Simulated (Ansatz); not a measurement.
Al2O3 (Corundum), computed twice by G0W0.

Symmetry: R-3c, No. 167, trigonal system. Conventional cell: a = 4.760 Å, b = 4.760 Å, c = 12.996 Å, α = 90.00°, β = 90.00°, γ = 120.00°. Al has 6 O at 1.85 to 1.97 Å nearest. Nearest to O lie 4 Al at 1.85 to 1.97 Å. Farther neighbours and most contacts between anions are not listed.

```
Al O
1.0
     2.38025    1.37424    4.33187
    -2.38025    1.37424    4.33187
     0.00000   -2.74848    4.33187
Al O
4 6
Direct
  0.35216 0.35216 0.35216
  0.14784 0.14784 0.14784
  0.64784 0.64784 0.64784
  0.85216 0.85216 0.85216
  0.55668 0.94332 0.25000
  0.25000 0.55668 0.94332
  0.94332 0.25000 0.55668
  0.44332 0.05668 0.75000
  0.75000 0.44332 0.05668
  0.05668 0.75000 0.44332
```

The cell and positions come from the Crystallography Open Database and are kept as given unless a step says otherwise.

The first (Ansatz 0.2.0; start PBE, 4×4×4 mesh, 505 empty bands, screening to 190 eV, hard PAW files; 1 × NVIDIA H100 80GB HBM3 (shared by 3 runs) with 4 threads of AMD EPYC 7R13 (Zen 3), shared host) gave, on its mesh: starting gap 6.22 eV, G0W0 gap 8.94 eV, RPA ε∞ (mean) 3.11, 39 s.

Question: The second changes empty bands from 505 to 856 and screening cutoff (eV) from 190.0 to 270.0. What does it give?

It gave: starting gap 6.22 eV, G0W0 gap 9.03 eV, RPA ε∞ (mean) 3.11, 69 s. The G0W0 gap moves by +0.09 eV, +0.00 eV from the start and +0.09 eV from the correction. Σc changes by −0.21 eV at the valence top and −0.11 eV at the conduction bottom, and Σx − Vxc between them by +0.00 eV.

Limits: not at the basis limit.

[Paths, hosts, dates, memory and timing lines, banners, echoed tables and standing remarks are left out of the program output.]

[Logs are printed without paths, hosts, clocks, repeated set-up lines and the standing remarks that a program may print on its own settings, such as how far it seeks lower states.]

[Runs of the session that timed out or met a known fault of the program may be left out.]

[Cells called generated may have been cut or substituted from an entry of the Crystallography Open Database or the Materials Project.]

[Hosts, paths, dates, database ids (printed as entryN), source tags and the programs' standing remarks are cut or masked in the printed files.]
